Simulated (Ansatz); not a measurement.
# AgCl (Chlorargyrite, Fm-3m): a volume series of phonon spectra, part 2 of 4

Wanted: mode Grüneisen parameters of AgCl (Chlorargyrite) and a free-energy fit over volumes.

Measurements to reproduce:
- volume expansion coefficient 98.7 1e-6/K near room temperature (given in “Descriptors for thermal expansion in solids”, 2017, arXiv:1701.03966)
- heat capacity C_P per formula unit 53 J/mol/K near room temperature (given in “High-Throughput Prediction of Finite-Temperature Properties using the Quasi-Harmonic Approximation”, 2016, arXiv:1603.06924)

Ansatz 0.2.0; DFT LDA, scalar-relativistic, plane waves, PAW.

So far. Step 2 (Probe on a coarse mesh): The start is under -3.8 GPa at this level and looks like an insulator or semiconductor on this mesh. Step 4 (Relaxing to small residual forces and stress): The residual pressure is 0.0025 GPa, small enough for phonons.

The database entry behind the starting cell differs from later determinations by our own check (an axis about 1.4 % short against later determinations), so it need not match the best structure at ambient conditions.

**5. Lattice dynamics at this volume, V/V0 1**

The same q-mesh and k-mesh are kept at every volume, so that much of their error can cancel in the differences.

The input, input.yaml:

```yaml
crystal:
  lattice:
    - [0.0, 2.6770675469, 2.6770675469]
    - [2.6770675469, 0.0, 2.6770675469]
    - [2.6770675469, 2.6770675469, 0.0]
  atoms:
    - { symbol: Ag, position: [0.0, 0.0, 0.0] }
    - { symbol: Cl, position: [0.5, 0.5, 0.5] }
kpoints:
  mp_grid: { grid: [8, 8, 8] }
hamiltonian:
  xc: lda
scf:
  occupations: { method: fixed }
output:
  eigenvalues: true
phonons:
  method: dfpt
  dielectric: true
  rigid_motions: translations
  qmesh: [4, 4, 4]
  temperatures: { t_max: 1000, t_step: 50 }
  qpath:
    path:
      - [[0.0, 0.0, 0.0], [0.5, 0.0, 0.5], [0.625, 0.25, 0.625]]
      - [[0.375, 0.375, 0.75], [0.0, 0.0, 0.0], [0.5, 0.5, 0.5], [0.5, 0.25, 0.75], [0.5, 0.0, 0.5]]
    npoints: 10
```

Run with:

```sh
$ ansatz run input.yaml --threads 4 --pin off --max-ram 8192MiB --backend cpu --events-out ev --progress --plain --runs-dir out
```

Numbers of over 12 decimals in the logs are rounded to 6 here.

The log of the run:

```text
[...]
Crystal: 2 atoms, lattice volume = 38.371 Å³
Basis set: ecut = 420 eV, 749 PW (Γ), exchange–correlation on 54×54×54 points (8 copies of the dense FFT grid, shifted against one another)
Bands: 17, of which v1, the nominal top of the filled ones, is band 13 counted from 1 (12 counted from 0)
Symmetry: 48 space group operations
k-points: 59 of 512 (irreducible under 8 space group operations, time reversal used)
[...]
SCF iter   1: F=—  HF=-8502.944514 eV  |F-HF|=—  |Δ(HF+E_count)|=         —  Δρ=1.24e-2  dr2=5.17e-2  ethr=1.77e-3  ⟨swp⟩=4.8  Hψ=4196  notcnv=0  defer=107
[...]
SCF iter   7: F=-8502.927860 eV  HF=-8502.927860 eV  |F-HF|=0.00e0  |Δ(HF+E_count)|=   6.91e-9  Δρ=7.83e-7  dr2=7.74e-11  ethr=1.00e-12  ⟨swp⟩=6.4  Hψ=6397  notcnv=0
SCF 1 converged in 7 iterations: F = -8502.927860 eV  dr2 = 7.74e-11
[...]
NSCF: frozen V_eff on 8 k-points
DFPT response loops at Γ: preconditioner auto → none (the input reference at scf.mixing.eps_inf says where Resta's filter doesn't serve); β = 0.50; Broyden in place of MSR1
── the response to a field inside a basis, on 8×8×8 k-points: an SCF that follows is theirs, and a resumed run solves both again ──
Bands: 14, of which v1, the nominal top of the filled ones, is band 13 counted from 1 (12 counted from 0)
k-points: 60 of 512 (irreducible under 12 space group operations)
[...]
Eigensolver: Dense (60 Hₖ)
SCF iter   1: F=—  HF=-8502.924192 eV  |F-HF|=—  |Δ(HF+E_count)|=         —  Δρ=2.59e-4  dr2=2.65e-6  ethr=1.00e-1
[...]
SCF iter   4: F=-8502.924194 eV  HF=-8502.924194 eV  |F-HF|=2.55e-9  |Δ(HF+E_count)|=   3.44e-7  Δρ=4.87e-6  dr2=4.48e-9  ethr=3.69e-9
SCF 1 converged in 4 iterations: F = -8502.924194 eV  dr2 = 4.48e-9
[...]
DFPT response loops at q = (0, 0, 0.25) (fractional): preconditioner auto → Resta (q_TF=auto, 2.557 Å⁻¹)  ε∞=9.8 (no band partly filled); β = 1.00, the filter's whole step (`scf.mixing.beta` (0.50) is not read by the response loops at its default; to damp them type it under 1.00, their step now; it binds the ground state too); Broyden in place of MSR1
[...]
SCF converged after 7 iterations
Free energy (F): -8502.927860 eV
[...]
Internal energy: -8502.927860 eV  (E = F + TS)
E sigma→0 (E₀):  -8502.927860 eV
Fermi energy:    9.695939 eV
[...]
--- Band table (eV; the first three rows and the last of 59) ---
  k-point 0: bands = [... 9 lower, 6.7387, 6.9417, 6.9417, 6.9417, 10.3226, 20.2021, 20.2021, 20.2021]
  k-point 1: bands = [... 9 lower, 6.7643, 7.0743, 7.7911, 7.7911, 11.1310, 18.8146, 19.9095, 19.9095]
  k-point 2: bands = [... 9 lower, 6.9319, 7.2501, 8.7041, 8.7041, 12.5233, 17.2198, 18.5602, 18.5602]
  k-point 58: bands = [... 9 lower, 7.2824, 7.3411, 7.3763, 8.1651, 13.8171, 17.3519, 17.3519, 17.4719]
--- Phonons (Γ-DFPT): 2 representative perturbations + reference, on 59 of 512 k-points (Σ response iterations 6) ---
  k mesh reduced under 8 symmetry operations, with k and −k counted as one. Each operation leaves every solved perturbation unchanged. A smaller set is not considered because the run solves the response to a homogeneous field
  ASR residual: 3.023e-4 → 0.000e0 eV/Å²; symmetrization residual: 4.822e-6 eV/Å²
  ASR residual per site (eV/Å²): 3.02e-4 6.15e-5
  Γ frequencies (cm⁻¹): 0.00 0.00 0.00 129.91 129.91 129.91
  ε∞ (high-frequency dielectric tensor):
        5.863008    -0.000000     0.000000
       -0.000000     5.863008     0.000000
        0.000000     0.000000     5.863008
  ε⁰ (static dielectric tensor: ions relaxed, cell fixed):
       11.559424    -0.000000    -0.000000
       -0.000000    11.559424     0.000000
       -0.000000     0.000000    11.559424
  ε⁰ − ε∞ (ionic part):
        5.696417    -0.000000    -0.000000
       -0.000000     5.696417     0.000000
       -0.000000     0.000000     5.696417
  softest optical mode at Γ: 129.91 cm⁻¹; the repairs (sum rule, projections) moved no ω² at Γ by more than (0.99 cm⁻¹)²
  Born effective charges Z* (e; rows j = field, columns β = displacement):
    site 0:
         1.41426   -0.00000   -0.00000
        -0.00000    1.41426   -0.00000
         0.00000   -0.00000    1.41426
    site 1:
        -1.41426    0.00000    0.00000
         0.00000   -1.41426    0.00000
        -0.00000    0.00000   -1.41426
  Z* charge neutrality: 5.201e-4 e pre-enforcement
  solved inside a basis spanned on kpoints, on 8×8×8 k-points, its susceptibility summed on 12×12×12: ε∞ is read to err by 1.5e-2, Z* by 2.0e-2 e (field_mesh: kpoints solves on kpoints); Z* is corrected for what the basis lacks
  optical modes at Γ without the LO–TO term, one row a degenerate level:
      ω (cm⁻¹)  modes    IR ((D/Å)²/amu)
        129.91      3             5.1884
  optical modes at Γ + LO–TO along q̂ = [1.0000, 0.0000, 0.0000]:
      ω (cm⁻¹)  modes    IR ((D/Å)²/amu)
        129.91      2             3.4590
        182.41      1             1.7295
  optical modes at Γ + LO–TO along q̂ = [0.0000, 1.0000, 0.0000]:
      ω (cm⁻¹)  modes    IR ((D/Å)²/amu)
        129.91      2             3.4590
        182.41      1             1.7295
  optical modes at Γ + LO–TO along q̂ = [0.0000, 0.0000, 1.0000]:
      ω (cm⁻¹)  modes    IR ((D/Å)²/amu)
        129.91      2             3.4590
        182.41      1             1.7295
--- Phonons (arbitrary-q DFPT): 8 irreducible q on the 4×4×4 mesh ---
  q = [0.0000, 0.0000, 0.0000] (star 1, of the zone-centre solve; hermiticity 5.82e-6, symmetrization 7.33e-13): -0.00 -0.00 0.00 129.91 129.91 129.91
  q = [0.0000, 0.0000, 0.2500] (star 8, 2 solved perturbations on 288 of 512 k-point pairs; hermiticity 9.55e-7, symmetrization 1.76e-12): 38.37 38.37 80.54 112.60 112.60 197.61
[...]
q = [0.0000, 0.2500, 0.2500] (star 6, 4 solved perturbations in 528 linear systems a pass and spin channel, the states on 164 of 512 k-point pairs; hermiticity 3.48e-6, symmetrization 5.33e-13): 22.46 22.46 91.43 151.58 151.58 174.71
[...]
sum rule: each row above includes the acoustic sum rule's correction from the zone centre's row sums; it moved no ω² by more than (0.87 cm⁻¹)²
  mesh force constants: q→R imaginary residual 6.49e-18; ASR residual 3.023e-4 → 0.000e0 eV/Å²; symmetrization residual 1.332e-15 eV/Å²
  interpolated dispersion: 63 rows × 6 modes
  density of states and harmonic sums: on the 20×20×20 q-mesh, interpolated from the force constants of a 4×4×4 supercell (with the dipole–dipole term)
  largest difference from the sums on the solved wave vectors: F 1.08e-2 eV, S 1.49e-5 and C_V 4.00e-6 eV/K
  zero-point energy: 0.040147 eV/cell   skipped modes (ω ≤ 0): 3   left out of the sums: 6.25e-5 of the cell's modes: C_V's classical limit lies that fraction below 3 k_B per atom; for a crystal, a wire or a layer, F and S can be off by more, and a phonons.interpolated_qmesh denser along its periods is the remedy for the sampling
```

It took 61 s on 4 threads of Intel Xeon Platinum 8488C (Sapphire Rapids), shared host; peak memory 1.1 GiB.

This step gave:

* Γ frequencies: 0, 0, 0, 129.9, 129.9, 129.9 cm⁻¹ (negative: imaginary)
* lowest frequency on the path: 0 cm⁻¹
* zero-point energy: 0.04015 eV/cell
* point group: m-3m
* highest frequency: 211.6 cm⁻¹
* Debye temperature from the second moment: 228 K

LO-TO term included. Phonon branches along the path, in cm⁻¹:

| point | branch 1 | branch 2 | branch 3 | branch 4 | branch 5 | branch 6 |
| --- | --- | --- | --- | --- | --- | --- |
| Γ | 0 | 0 | 0 | 130 | 130 | 182 |
| halfway | 22 | 22 | 91 | 152 | 152 | 175 |
| X | 32 | 32 | 54 | 170 | 170 | 208 |
| halfway | 36 | 49 | 53 | 163 | 175 | 206 |
| U | 44 | 49 | 74 | 142 | 185 | 199 |
| jump to K | 44 | 49 | 74 | 142 | 185 | 199 |
| halfway | 28 | 57 | 85 | 91 | 156 | 190 |
| Γ | 0 | 0 | 0 | 130 | 130 | 182 |
| halfway | 38 | 38 | 80 | 113 | 113 | 198 |
| L | 62 | 62 | 72 | 72 | 109 | 212 |
| halfway | 48 | 58 | 93 | 112 | 152 | 206 |
| W | 45 | 45 | 84 | 151 | 191 | 191 |
| halfway | 37 | 52 | 62 | 161 | 176 | 203 |
| X | 32 | 32 | 54 | 170 | 170 | 208 |

The phonon branches as a text plot (rows in cm⁻¹):

```
    207 |           *****                     **********      ***
    198 |         **     **                 **          *   **
    190 |        *         *********     ***             ***
    181 |***    *       *** *       *****               *   **
    172 |   ****    ****     **                               ***
    163 |        ***   *       *                       *      *
    154 |      **       *       *                     *   ****
    145 |    **          **      *                       *
    137 |  **                     ***                *  *
    128 |**                *         ******
    119 |                           *      *        *  *
    110 |                         **        *   ****  *
    101 |                   **** *           ***     *
     93 |      **           *   *            **    *****
     84 |    **  *         * ** **          *  *   *    ****
     75 |                 *    *                ***         *
     66 |   *     **     *     *  **       *     ****        *
     57 |           *****   *** *         *    ** ** ***      ***
     48 |  *           *****     *  *         *     ***********
     40 |             ****  ***   **     *  **             *** *
     31 |        ******        **          *                  ***
     22 | *  ****                *  **  * *
     13 |  **                     ****  **
      4 |**                          ***
         Γ           X  U|K            Γ         L        W     X
```

The phonon density of states has structure finer than the step of the table below, so its rows give means over 10 cm⁻¹, whole bins alone (the curve runs from 1 to 213 cm⁻¹). Peaks (cm⁻¹: height): 45.0: 0.0652, 89.0: 0.0527, 101.0: 0.0316, 201.0: 0.0646.

Tetrahedra on 20 20 20, mean over bins of 2 cm⁻¹. Table of phonon density of states by wavenumber; means over each step:

wavenumber (cm⁻¹), phonon density of states (1/cm⁻¹/cell) and a bar:
```
       10     0.0018 
       20     0.0096 ####
       30     0.0315 #################
       40     0.0549 ##############################
       50     0.0530 #############################
       60     0.0464 #########################
       70     0.0250 #############
       80     0.0417 #######################
       90     0.0393 #####################
      100     0.0224 ############
      110     0.0200 ##########
      120     0.0198 ##########
      130     0.0234 ############
      140     0.0244 #############
      150     0.0240 #############
      160     0.0221 ###########
      170     0.0214 ###########
      180     0.0220 ###########
      190     0.0270 ##############
      200     0.0538 #############################
```

Harmonic. Thermo, by row:

| T (K) | F_vib (meV/atom) | S (J/mol-atom/K) | C_V (J/mol-atom/K) |
| --- | --- | --- | --- |
| 0 | 20.07 | 0 | 0 |
| 50 | 18.19 | 9.626 | 13 |
| 100 | 10.07 | 21.17 | 19.92 |
| 150 | -3.25 | 29.8 | 22.39 |
| 200 | -20.47 | 36.4 | 23.43 |
| 250 | -40.75 | 41.69 | 23.95 |
| 300 | -63.52 | 46.08 | 24.24 |
| 350 | -88.4 | 49.84 | 24.43 |
| 400 | -115.1 | 53.1 | 24.54 |
| 450 | -143.4 | 56 | 24.63 |
| 500 | -173.1 | 58.6 | 24.68 |
| 550 | -204.1 | 60.95 | 24.73 |
| 600 | -236.2 | 63.11 | 24.76 |
| 650 | -269.4 | 65.09 | 24.79 |
| 700 | -303.6 | 66.93 | 24.81 |
| 750 | -338.8 | 68.64 | 24.83 |
| 800 | -374.8 | 70.24 | 24.84 |
| 850 | -411.6 | 71.75 | 24.85 |
| 900 | -449.1 | 73.17 | 24.86 |
| 950 | -487.4 | 74.52 | 24.87 |
| 1000 | -526.3 | 75.79 | 24.88 |

The modes has structure finer than the step of the table below, so its rows give means over 10 cm⁻¹, whole bins alone (the curve runs from -10 to 228 cm⁻¹). Peaks (cm⁻¹: height): Ag 43.8: 0.0472, 85.7: 0.0406; Cl 48.3: 0.0117, 138.0: 0.0248, 200.9: 0.0529.

Phonopy on the run's constants, 19x19x19 mesh, Gaussian sigma 2.0 cm⁻¹. Modes against wavenumber; means over each step; values in 1/cm⁻¹/cell:

| wavenumber (cm⁻¹) | Ag | Cl |
| --- | --- | --- |
| 0 | 8.6e-5 | 2.8e-5 |
| 10 | 0.00152 | 4.8e-4 |
| 20 | 0.00794 | 0.00224 |
| 30 | 0.0256 | 0.00609 |
| 40 | 0.0434 | 0.0100 |
| 50 | 0.0425 | 0.0110 |
| 60 | 0.0350 | 0.0101 |
| 70 | 0.0227 | 0.00588 |
| 80 | 0.0292 | 0.00942 |
| 90 | 0.0324 | 0.00728 |
| 100 | 0.0162 | 0.00684 |
| 110 | 0.00951 | 0.0110 |
| 120 | 0.00560 | 0.0150 |
| 130 | 0.00435 | 0.0159 |
| 140 | 0.00482 | 0.0211 |
| 150 | 0.00371 | 0.0193 |
| 160 | 0.00351 | 0.0187 |
| 170 | 0.00317 | 0.0187 |
| 180 | 0.00267 | 0.0192 |
| 190 | 0.00218 | 0.0265 |
| 200 | 0.00330 | 0.0475 |
| 210 | 6.4e-4 | 0.0174 |
| 220 | 4.0e-7 | 8.1e-5 |

Born charge (rows field, columns displacement) (e), principal values of the symmetric part by kind of site:

| atom | atoms with these values | low | middle | high | mean |
| --- | --- | --- | --- | --- | --- |
| Ag1 | 1 | 1.41 | 1.41 | 1.41 | 1.41 |
| Cl2 | 1 | -1.41 | -1.41 | -1.41 | -1.41 |

In full for Cl2:

```
-1.41  0.00  0.00
 0.00 -1.41  0.00
 0.00  0.00 -1.41
```

ε∞:

```
5.86 0.00 0.00
0.00 5.86 0.00
0.00 0.00 5.86
```

No LO-TO term. The modes at Γ (shares of kinetic energy by element, %):

| mode | frequency (cm⁻¹) | symmetry | Ag % | Cl % |
| --- | --- | --- | --- | --- |
| 1 | 0.0 | T1u | 75 | 25 |
| 2 | 0.0 | T1u | 75 | 25 |
| 3 | 0.0 | T1u | 75 | 25 |
| 4 | 129.9 | T1u | 25 | 75 |
| 5 | 129.9 | T1u | 25 | 75 |
| 6 | 129.9 | T1u | 25 | 75 |

Displacements in mode 5 (129.9 cm⁻¹), the largest set to 1:
```
Ag1  0.09  0.21 -0.33
Cl2 -0.27 -0.64  1.00
```

No mode is imaginary beyond numerical noise at the solved wavevectors.

**6. Single point at a scaled cell, V/V0 1.015**

Symmetry fixes every atom, so a single point at the scaled cell gives the energy and pressure of this member.

The cell differs from the one that the last finished run ended in (a 3.786 → 3.805 Å, b 3.786 → 3.805 Å, c 3.786 → 3.805 Å).

input.yaml, the sections that differ from step 5:

```yaml
crystal:
  lattice:
    - [0.0, 2.6903865102, 2.6903865102]
    - [2.6903865102, 0.0, 2.6903865102]
    - [2.6903865102, 2.6903865102, 0.0]
  atoms:
    - { symbol: Ag, position: [0.0, 0.0, 0.0] }
    - { symbol: Cl, position: [0.5, 0.5, 0.5] }
output:
  forces: true
  stress: true
  eigenvalues: true
  write_density: true
  write_potential: true
  elf: true
  volumetric_format: npy
# kpoints, hamiltonian, scf: as in step 5
# phonons: removed
```

The log of the run:

```text
[...]
Crystal: 2 atoms, lattice volume = 38.947 Å³
Basis set: ecut = 420 eV, 749 PW (Γ)
Bands: 17, of which v1, the nominal top of the filled ones, is band 13 counted from 1 (12 counted from 0)
Symmetry: 48 space group operations
[...]
k-points: 29 of 512
[...]
SCF iter   1: F=—  HF=-8502.942756 eV  |F-HF|=—  |Δ(HF+E_count)|=         —  Δρ=1.23e-2  dr2=5.17e-2  ethr=1.77e-3  ⟨swp⟩=4.9  Hψ=2077  notcnv=0  defer=52
[...]
SCF iter   7: F=-8502.926055 eV  HF=-8502.926055 eV  |F-HF|=1.09e-11  |Δ(HF+E_count)|=   6.99e-9  Δρ=8.34e-7  dr2=1.06e-10  ethr=1.01e-10  ⟨swp⟩=5.4  Hψ=2695  notcnv=0
SCF 1 converged in 7 iterations: F = -8502.926055 eV  dr2 = 1.06e-10
[...]
SCF converged after 7 iterations
Free energy (F): -8502.926055 eV
[...]
Internal energy: -8502.926055 eV  (E = F + TS)
E sigma→0 (E₀):  -8502.926055 eV
Fermi energy:    9.414874 eV
[...]
--- Stress (GPa, compression-positive) ---
       -0.992375      -0.000000       0.000000
        0.000000      -0.992375      -0.000000
       -0.000000      -0.000000      -0.992375
  P = ⅓ Tr σ = -0.9924 GPa (-9.924 kbar)
--- Band table (eV; the first three rows and the last of 29) ---
  k-point 0: bands = [... 9 lower, 6.5318, 6.7262, 6.7262, 6.7262, 10.0363, 19.9306, 19.9306, 19.9306]
  k-point 1: bands = [... 9 lower, 6.5564, 6.8558, 7.5589, 7.5589, 10.8365, 18.5490, 19.6332, 19.6332]
  k-point 2: bands = [... 9 lower, 6.7182, 7.0270, 8.4502, 8.4502, 12.2221, 16.9442, 18.2875, 18.2875]
  k-point 28: bands = [... 9 lower, 7.0587, 7.1133, 7.1405, 7.9281, 13.5136, 17.0716, 17.0716, 17.1829]
```

Run time: 0.51 s. Hardware: 4 threads; peak memory 0.36 GiB.

Numbers from this step:

```yaml
pressure: -0.9924 GPa
gap_on_the_k_mesh: 0.6214 eV
volume_per_atom: 19.47 Å³
```

ELF in the ac plane of the conventional cell at fractional y = 0.000, with atoms of Ag and Cl within 0.2 Å of it. It is the smooth field of the valence electrons, not physical close to the nuclei.

Values, 15 rows by 15 columns, each cell a mean:
```
0.73 0.59 0.36 0.16 0.43 0.81 0.78 0.56 0.68 0.84 0.66 0.21 0.25 0.50 0.68
0.53 0.43 0.25 0.13 0.34 0.73 0.84 0.83 0.84 0.81 0.54 0.17 0.18 0.35 0.50
0.26 0.21 0.13 0.08 0.18 0.45 0.63 0.69 0.67 0.55 0.29 0.10 0.11 0.18 0.25
0.22 0.20 0.14 0.07 0.07 0.14 0.21 0.23 0.22 0.17 0.10 0.06 0.10 0.17 0.21
0.68 0.61 0.43 0.17 0.08 0.13 0.20 0.26 0.24 0.17 0.10 0.10 0.29 0.54 0.66
0.83 0.83 0.71 0.32 0.13 0.25 0.43 0.52 0.49 0.34 0.17 0.17 0.55 0.81 0.84
0.58 0.79 0.80 0.42 0.16 0.37 0.59 0.72 0.67 0.49 0.24 0.22 0.67 0.84 0.68
0.40 0.75 0.82 0.43 0.17 0.40 0.63 0.80 0.72 0.52 0.26 0.23 0.69 0.83 0.56
0.75 0.84 0.78 0.38 0.15 0.32 0.53 0.63 0.59 0.43 0.20 0.21 0.63 0.84 0.78
0.82 0.79 0.61 0.24 0.11 0.20 0.32 0.40 0.37 0.25 0.13 0.14 0.45 0.73 0.81
0.45 0.39 0.25 0.10 0.07 0.11 0.15 0.17 0.16 0.13 0.08 0.07 0.18 0.34 0.43
0.17 0.15 0.11 0.07 0.10 0.24 0.38 0.43 0.42 0.32 0.17 0.07 0.08 0.13 0.16
0.39 0.31 0.19 0.11 0.25 0.61 0.78 0.82 0.80 0.71 0.43 0.14 0.13 0.25 0.36
0.63 0.52 0.31 0.15 0.39 0.79 0.84 0.75 0.79 0.83 0.61 0.20 0.21 0.43 0.59
0.80 0.63 0.39 0.17 0.45 0.82 0.75 0.40 0.58 0.83 0.68 0.22 0.26 0.53 0.73
```
Columns run along a (5.4 Å), rows up along c (5.4 Å), edges of the conventional cell, whose origin can differ from the input's. Atoms in or near the plane, at fractional coordinates: Ag at (0.00, 0.00), Ag at (0.50, 0.50), Cl at (0.50, 0.00), Cl at (0.00, 0.50).

Valence density in the ac plane of the conventional cell at fractional y = 0.000, with atoms of Ag and Cl within 0.2 Å of it. It is the smooth field of the valence electrons, not physical close to the nuclei.

Ten steps, logarithmic in the rise over the least value, from '0' (0 e/Å³) to '9' (19 e/Å³), each cell a mean:
```
984113434421369
753112444310146
321001232100013
110000111000001
221001233100012
442113576410134
443114899631244
243225899731343
443114788521244
331002454310123
210000121100011
210000121100011
541001333210134
874113444421258
985223424421379
```
Columns run along a (5.4 Å), rows up along c (5.4 Å), edges of the conventional cell, whose origin can differ from the input's. Atoms in or near the plane, at fractional coordinates: Ag at (0.00, 0.00), Ag at (0.50, 0.50), Cl at (0.50, 0.00), Cl at (0.00, 0.50).

Electrostatic potential energy in the ac plane of the conventional cell at fractional y = 0.000, with atoms of Ag and Cl within 0.2 Å of it. With pseudopotentials it is smooth inside the atoms' cores, unlike the true potential.

Ten even steps from '0' (-43 eV) to '9' (13 eV), each cell a mean:
```
236996100489742
457998534799864
789999988999987
999999999999999
899999877999998
358997544699974
017996322479840
016985312479830
137996433589951
679998656799986
999999989999999
899999999999999
578999767899976
347997311599853
135896100389742
```
Columns run along a (5.4 Å; values clipped at the 3rd and 97th percentile), rows up along c (5.4 Å), edges of the conventional cell, whose origin can differ from the input's. Atoms in or near the plane, at fractional coordinates: Ag at (0.00, 0.00), Ag at (0.50, 0.50), Cl at (0.50, 0.00), Cl at (0.00, 0.50).

At this level the gap is 0.62 eV on the k-mesh of the self-consistent run, which can miss the band edges.

[end of part 2 of 4]

[Logs are printed without paths, hosts, clocks, repeated set-up lines and the standing remarks that a program may print on its own settings, such as how far it seeks lower states.]

[Hosts, paths, dates, database ids (printed as entryN), source tags and the programs' standing remarks are cut or masked in the printed files.]

[A step with changed settings may run another functional than the one named; its input shows which.]

[Of the runs on displaced cells, only some may be shown.]
